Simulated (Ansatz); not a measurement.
# SbAs (model cell, started as CsCl type): from the cell to its phonons

Task: relax SbAs (model cell, started as CsCl type), then find its harmonic phonons.

Method: DFT PBEsol, scalar-relativistic, plane waves, PAW, in Ansatz 0.2.0.

This is a report of a sequence of runs, with most program output left out.

The structure was built from a prototype and need not be the compound's stable phase.

**1. The starting structure**

It takes space group Pm-3m (No. 221, cubic). The conventional cell has a = 3.423 Å, b = 3.423 Å, c = 3.423 Å, α = 90.00°, β = 90.00°, γ = 90.00°. Nearest to Sb lie 8 As at 2.96 Å. As has 8 Sb at 2.96 Å nearest. Farther neighbours are not listed.

**2. Coarse relaxation**

The start is far from rest, so a relaxation with loose tolerances brings it close first.

The input, input.yaml:

```yaml
crystal:
  lattice:
    - [3.42253, 0.0, 0.0]
    - [0.0, 3.42253, 0.0]
    - [0.0, 0.0, 3.42253]
  atoms:
    - { symbol: Sb, position: [0.0, 0.0, 0.0] }
    - { symbol: As, position: [0.5, 0.5, 0.5] }
kpoints:
  mp_grid: { grid: [6, 6, 6] }
hamiltonian:
  xc: pbesol
scf:
  occupations: { method: gaussian, width: 0.1 }
output:
  forces: true
  stress: true
  eigenvalues: true
relax:
  adjacent_minimum: "off"
  f_tol: 0.05
  max_steps: 80
  cell: { stress_tol: 0.5 }
```

Started as:

```console
> ansatz run input.yaml --threads 4 --pin off --max-ram 7168MiB --backend cpu --events-out ev --progress --plain --runs-dir out
```

Wall time 4.9 s (4 threads of Intel Xeon 6975P-C (Granite Rapids), shared host); peak memory 0.39 GiB; 5.9 s of CPU time.

Step by step:

```
step  energy less that of the first step (eV)  largest force component (eV/Å)  pressure (GPa)  volume (Å³)
   1                                   0.0000                          0.0000            8.62        40.09
   2                                  -0.0788                          0.0000           -3.09        46.24
   3                                  -0.0990                          0.0000           -0.38        44.44
  4*                                  -0.1001                          0.0000           -0.38        44.44
```

Relaxation steps marked * repeat the geometry before them on a plane-wave basis chosen anew for their cell, so energy and pressure can jump there.

The run keeps the 48 symmetry operations that it works with, so distortions that break them were not tested.

```
conventional cell, symmetrised  before  after   change
                         a (Å)   3.423  3.542   +3.5 %
                         b (Å)   3.423  3.542   +3.5 %
                         c (Å)   3.423  3.542   +3.5 %
              volume (Å³/atom)   20.05  22.22  +10.9 %
```

Final coordinates:

```xyz
2
Lattice="3.5422 0.0000 0.0000 0.0000 3.5422 0.0000 0.0000 0.0000 3.5422" Properties=species:S:1:pos:R:3 pbc="T T T"
Sb    0.0000    0.0000    0.0000
As    1.7711    1.7711    1.7711
```

This step gave:

* pressure: -0.3789 GPa
* volume per atom: 22.22 Å³
* gap on the k-mesh: 0 eV

In this step the volume went from 20.05 to 22.22 Å³/atom.

**3. Bringing the structure to rest**

The cell and atoms are relaxed, since residual forces and stress would shift the frequencies.

The input, input.yaml:

```yaml
crystal:
  lattice:
    - [3.5421941831, 0.0, 0.0]
    - [0.0, 3.5421941831, 0.0]
    - [0.0, 0.0, 3.5421941831]
  atoms:
    - { symbol: Sb, position: [0.0, 0.0, 0.0] }
    - { symbol: As, position: [0.5, 0.5, 0.5] }
kpoints:
  mp_grid: { grid: [10, 10, 10] }
hamiltonian:
  xc: pbesol
scf:
  occupations: { method: gaussian, width: 0.1 }
output:
  forces: true
  stress: true
  eigenvalues: true
  write_density: true
  write_potential: true
  elf: true
  volumetric_format: npy
relax:
  adjacent_minimum: "off"
  f_tol: 0.005
  max_steps: 80
  cell: { stress_tol: 0.05 }
```

Wall time 8.6 s (4 threads); peak memory 0.43 GiB.

Relaxation path:

```
step  energy less that of the first step (eV)  largest force component (eV/Å)  pressure (GPa)  volume (Å³)
   1                                   0.0000                          0.0000           -0.78        44.44
   2                                  -0.0008                          0.0000            0.56        43.68
   3                                  -0.0012                          0.0000           -0.01        43.99
  4*                                  -0.0011                          0.0000           -0.01        43.99
```

Relaxation steps marked * repeat the geometry before them on a plane-wave basis chosen anew for their cell, so energy and pressure can jump there.

Forces are held to the 48 operations that the run works with; a distortion that breaks them can't arise in this run.

```
conventional cell, symmetrised  before  after  change
                         a (Å)   3.542  3.530  -0.3 %
                         b (Å)   3.542  3.530  -0.3 %
                         c (Å)   3.542  3.530  -0.3 %
              volume (Å³/atom)   22.22  22.00  -1.0 %
```

The relaxed structure:

```cif
data_structure
_symmetry_space_group_name_H-M 'P 1'
_symmetry_Int_Tables_number 1
_cell_length_a 3.5302
_cell_length_b 3.5302
_cell_length_c 3.5302
_cell_angle_alpha 90.000
_cell_angle_beta 90.000
_cell_angle_gamma 90.000
_cell_volume 43.99
loop_
_atom_site_label
_atom_site_type_symbol
_atom_site_fract_x
_atom_site_fract_y
_atom_site_fract_z
_atom_site_occupancy
Sb1 Sb 0.00000 0.00000 0.00000 1
As2 As 0.50000 0.50000 0.50000 1
```

This step gave:

| Quantity | Value |
| --- | --- |
| pressure | -0.009838 GPa |
| volume per atom | 22.00 Å³ |

Electrostatic potential energy in the ac plane at fractional y = 0.000, with atoms of Sb within 0.2 Å of it. With pseudopotentials it is smooth inside the atoms' cores, unlike the true potential.

Ten even steps from '_' (-16 eV) to '@' (15 eV), each cell a mean:
```
______..++%%@@@@@@##==______
______::**%%@@@@@@%%++..____
____::++##@@@@@@@@%%##==..__
--==++##%%@@@@@@@@@@%%##++==
####%%@@@@@@@@@@@@@@@@%%%%##
@@@@@@@@@@@@@@@@@@@@@@@@@@@@
@@@@@@@@@@@@@@@@@@@@@@@@@@@@
@@@@@@@@@@@@@@@@@@@@@@@@@@@@
##%%%%@@@@@@@@@@@@@@@@@@%%%%
==++**%%@@@@@@@@@@@@%%##**++
__..--++%%@@@@@@@@@@##++::..
______--**%%@@@@@@%%++::____
______..++%%@@@@@@##==______
________==##@@@@@@##--______
```
Columns run along a (3.5 Å; values clipped at the 3rd and 97th percentile), rows up along c (3.5 Å). Atoms in or near the plane, at fractional coordinates: Sb at (0.00, 0.00).

Valence density in the ac plane at fractional y = 0.000, with atoms of Sb within 0.2 Å of it. It is the smooth field of the valence electrons, not physical close to the nuclei.

Ten steps, logarithmic in the rise over the least value, from '_' (0 e/Å³) to '@' (21 e/Å³), each cell a mean:
```
@@%%**--::________..::==**%%
##**==--..__________..--++**
====--::..__________..::--==
::::....______________....::
....______________________..
____________________________
____________________________
____________________________
..__________________________
::......______________....::
==--::....__________..::----
****==::..__________..--==**
@@%%**--..________..::==**%%
@@@@**==::..______..::==##@@
```
Columns run along a (3.5 Å), rows up along c (3.5 Å). Atoms in or near the plane, at fractional coordinates: Sb at (0.00, 0.00).

ELF in the ac plane at fractional y = 0.000, with atoms of Sb within 0.2 Å of it. It is the smooth field of the valence electrons, not physical close to the nuclei.

Ten even steps from '_' (0.00) to '@' (0.40), each cell a mean:
```
____--%%@@%%++==**@@@@##::__
..--**@@@@%%++==**@@@@%%++::
**##%%@@@@##==--++%%@@@@%%##
@@@@@@@@%%**==--==**@@@@@@@@
@@@@@@##++==------==**%%@@@@
****++++==----::----==++****
======------::::::------====
++++++==------::----====++++
@@%%%%##++==------==**##%%%%
@@@@@@@@##++----==++%%@@@@@@
##%%@@@@@@##==--++##@@@@@@%%
::--##@@@@%%++==++@@@@%%**--
____--%%@@%%++==**@@@@##--__
____::##@@@@++==**@@@@**..__
```
Columns run along a (3.5 Å), rows up along c (3.5 Å). Atoms in or near the plane, at fractional coordinates: Sb at (0.00, 0.00).

In this step the volume went from 22.22 to 22.00 Å³/atom.

**4. Relaxing to small forces for the phonons**

Phonons need a cell at rest on their own settings, so the relaxation is repeated with tight tolerances on forces and stress on the k mesh and occupations of the first response run.

The input, input.yaml:

```yaml
crystal:
  lattice:
    - [3.5302083066, 0.0, 0.0]
    - [0.0, 3.5302083066, 0.0]
    - [0.0, 0.0, 3.5302083066]
  atoms:
    - { symbol: Sb, position: [0.0, 0.0, 0.0] }
    - { symbol: As, position: [0.5, 0.5, 0.5] }
kpoints:
  mp_grid: { grid: [12, 12, 12] }
hamiltonian:
  xc: pbesol
scf:
  occupations: { method: methfessel_paxton, width: 0.15 }
output:
  forces: true
  stress: true
  eigenvalues: true
relax:
  adjacent_minimum: "off"
  f_tol: 0.001
  max_steps: 60
  cell: { stress_tol: 0.01 }
```

Wall time 10 s (4 threads); peak memory 0.46 GiB.

Step by step:

```
step  energy less that of the first step (eV)  largest force component (eV/Å)  pressure (GPa)  volume (Å³)
   1                                   0.0000                          0.0000           -0.39        43.99
   2                                  -0.0002                          0.0000            0.33        43.61
   3                                  -0.0003                          0.0000            0.00        43.79
  4*                                  -0.0003                          0.0000            0.00        43.79
```

Relaxation steps marked * repeat the geometry before them on a plane-wave basis chosen anew for their cell, so energy and pressure can jump there.

Forces are held to the 48 operations that the run works with; a distortion that breaks them can't arise in this run.

```
conventional cell, symmetrised  before  after  change
                         a (Å)   3.530  3.525  -0.2 %
                         b (Å)   3.530  3.525  -0.2 %
                         c (Å)   3.530  3.525  -0.2 %
              volume (Å³/atom)   22.00  21.89  -0.5 %
```

The relaxed structure:

```
Sb As
1.0
     3.52460    0.00000    0.00000
     0.00000    3.52460    0.00000
     0.00000    0.00000    3.52460
Sb As
1 1
Direct
  0.00000 0.00000 0.00000
  0.50000 0.50000 0.50000
```

This step gave:

```yaml
pressure: -0.002410 GPa
volume_per_atom: 21.89 Å³
```

The forces vanish by symmetry and the pressure is -0.002 GPa, within the tolerances set. The cell now holds 21.89 Å³/atom.

**5. Response at finite wavevector**

Stability and thermal properties need the whole zone. Linear response on a 4×4×4 q mesh gives force constants as far as a supercell of that size would.

The input, input.yaml:

```yaml
crystal:
  lattice:
    - [3.5245974121, 0.0, 0.0]
    - [0.0, 3.5245974121, 0.0]
    - [0.0, 0.0, 3.5245974121]
  atoms:
    - { symbol: Sb, position: [0.0, 0.0, 0.0] }
    - { symbol: As, position: [0.5, 0.5, 0.5] }
kpoints:
  mp_grid: { grid: [12, 12, 12] }
hamiltonian:
  xc: pbesol
scf:
  occupations: { method: methfessel_paxton, width: 0.15 }
output:
  eigenvalues: true
phonons:
  method: dfpt
  qmesh: [4, 4, 4]
  temperatures: { t_max: 1000, t_step: 50 }
  qpath:
    path:
      - [[0.0, 0.0, 0.0], [0.0, 0.5, 0.0], [0.5, 0.5, 0.0], [0.0, 0.0, 0.0], [0.5, 0.5, 0.5], [0.0, 0.5, 0.0]]
      - [[0.5, 0.5, 0.5], [0.5, 0.5, 0.0]]
    npoints: 10
```

It took 7.6 min on 4 threads; peak memory 2.4 GiB.

Numbers from this step:

```
sum-rule residual before enforcement                    : 7.35e-5 eV/Å²
lowest frequency on the path                            : -100.3 cm⁻¹
point group                                             : m-3m
highest frequency on the path or at a solved wavevector : 124 cm⁻¹
highest optical mode at the zone centre (no LO-TO term) : 22.26 cm⁻¹
lowest optical zone-centre mode                         : 22.26 cm⁻¹
lowest mode on the q mesh (acoustic modes at Γ apart)   : -100.3 cm⁻¹
```

Frequencies (cm⁻¹) solved at each irreducible wavevector; negative means imaginary. Frequencies by wavevector, by row:

```
q in reciprocal lattice units  star  mode 1  mode 2  mode 3  mode 4  mode 5  mode 6
                        0 0 0     1       0       0       0    22.3    22.3    22.3
                     0 0 0.25     6   -18.4   -18.4      40      40    51.1    81.3
                     0 0 -0.5     3    34.5    34.5    49.6    49.6   116.9   122.8
                  0 0.25 0.25    12   -36.1   -24.3    32.7    45.2    48.1   106.8
                  0 0.25 -0.5    12   -67.7   -34.5    53.8    55.6    96.4   101.3
                  0 -0.5 -0.5     3  -100.3   -72.2    49.8    49.8    77.7    77.7
               0.25 0.25 0.25     8      38      64      64    66.2      78      78
               0.25 0.25 -0.5    12    35.5    46.8    75.2    90.6    94.4    96.3
               0.25 -0.5 -0.5     6    44.1    57.6    72.2    72.2    81.7    81.7
               -0.5 -0.5 -0.5     1     100     100     100     124     124     124
```

Interpolated from a 4×4×4 q mesh. Phonon branches along the path, in cm⁻¹:

```
    point  branch 1  branch 2  branch 3  branch 4  branch 5  branch 6
        Γ         0         0         0        22        22        22
  halfway       -18       -18        40        40        51        81
        X        34        34        50        50       117       123
  halfway       -68       -34        54        56        96       101
        M      -100       -72        50        50        78        78
  halfway       -36       -24        33        45        48       107
        Γ         0         0         0        22        22        22
  halfway        38        64        64        66        78        78
        R       100       100       100       124       124       124
  halfway        36        47        75        91        94        96
        X        34        34        50        50       117       123
jump to R       100       100       100       124       124       124
  halfway        44        58        72        72        82        82
        M      -100       -72        50        50        78        78
```

The phonon density of states has structure finer than the step of the table below, so its rows give means over 10 cm⁻¹, whole bins alone (the curve runs from -101 to 125 cm⁻¹). Peaks (cm⁻¹: height): -17.0: 0.0287, 57.0: 0.0828, 93.0: 0.0659.

Tetrahedra on a 20×20×20 mesh, mean over bins of 2 cm-1. Interpolated from a 4×4×4 q mesh. The phonon density of states by wavenumber; means over each step:

wavenumber (cm⁻¹), phonon density of states (1/cm⁻¹/cell) and a bar:
```
      -90     0.0028 
      -80     0.0037 
      -70     0.0054 #
      -60     0.0080 ##
      -50     0.0097 ###
      -40     0.0118 ####
      -30     0.0207 ########
      -20     0.0222 #########
      -10     0.0140 #####
        0     0.0117 ####
       10     0.0137 #####
       20     0.0216 #########
       30     0.0390 #################
       40     0.0420 ##################
       50     0.0558 #########################
       60     0.0669 ##############################
       70     0.0489 ######################
       80     0.0593 ##########################
       90     0.0601 ###########################
      100     0.0483 #####################
      110     0.0281 ############
      120     0.0057 #
```

(Part 1 of 2 ends here.)

[Logs are printed without paths, hosts, clocks, repeated set-up lines and the standing remarks that a program may print on its own settings, such as how far it seeks lower states.]

[Hosts, paths, dates, database ids (printed as entryN), source tags and the programs' standing remarks are cut or masked in the printed files.]
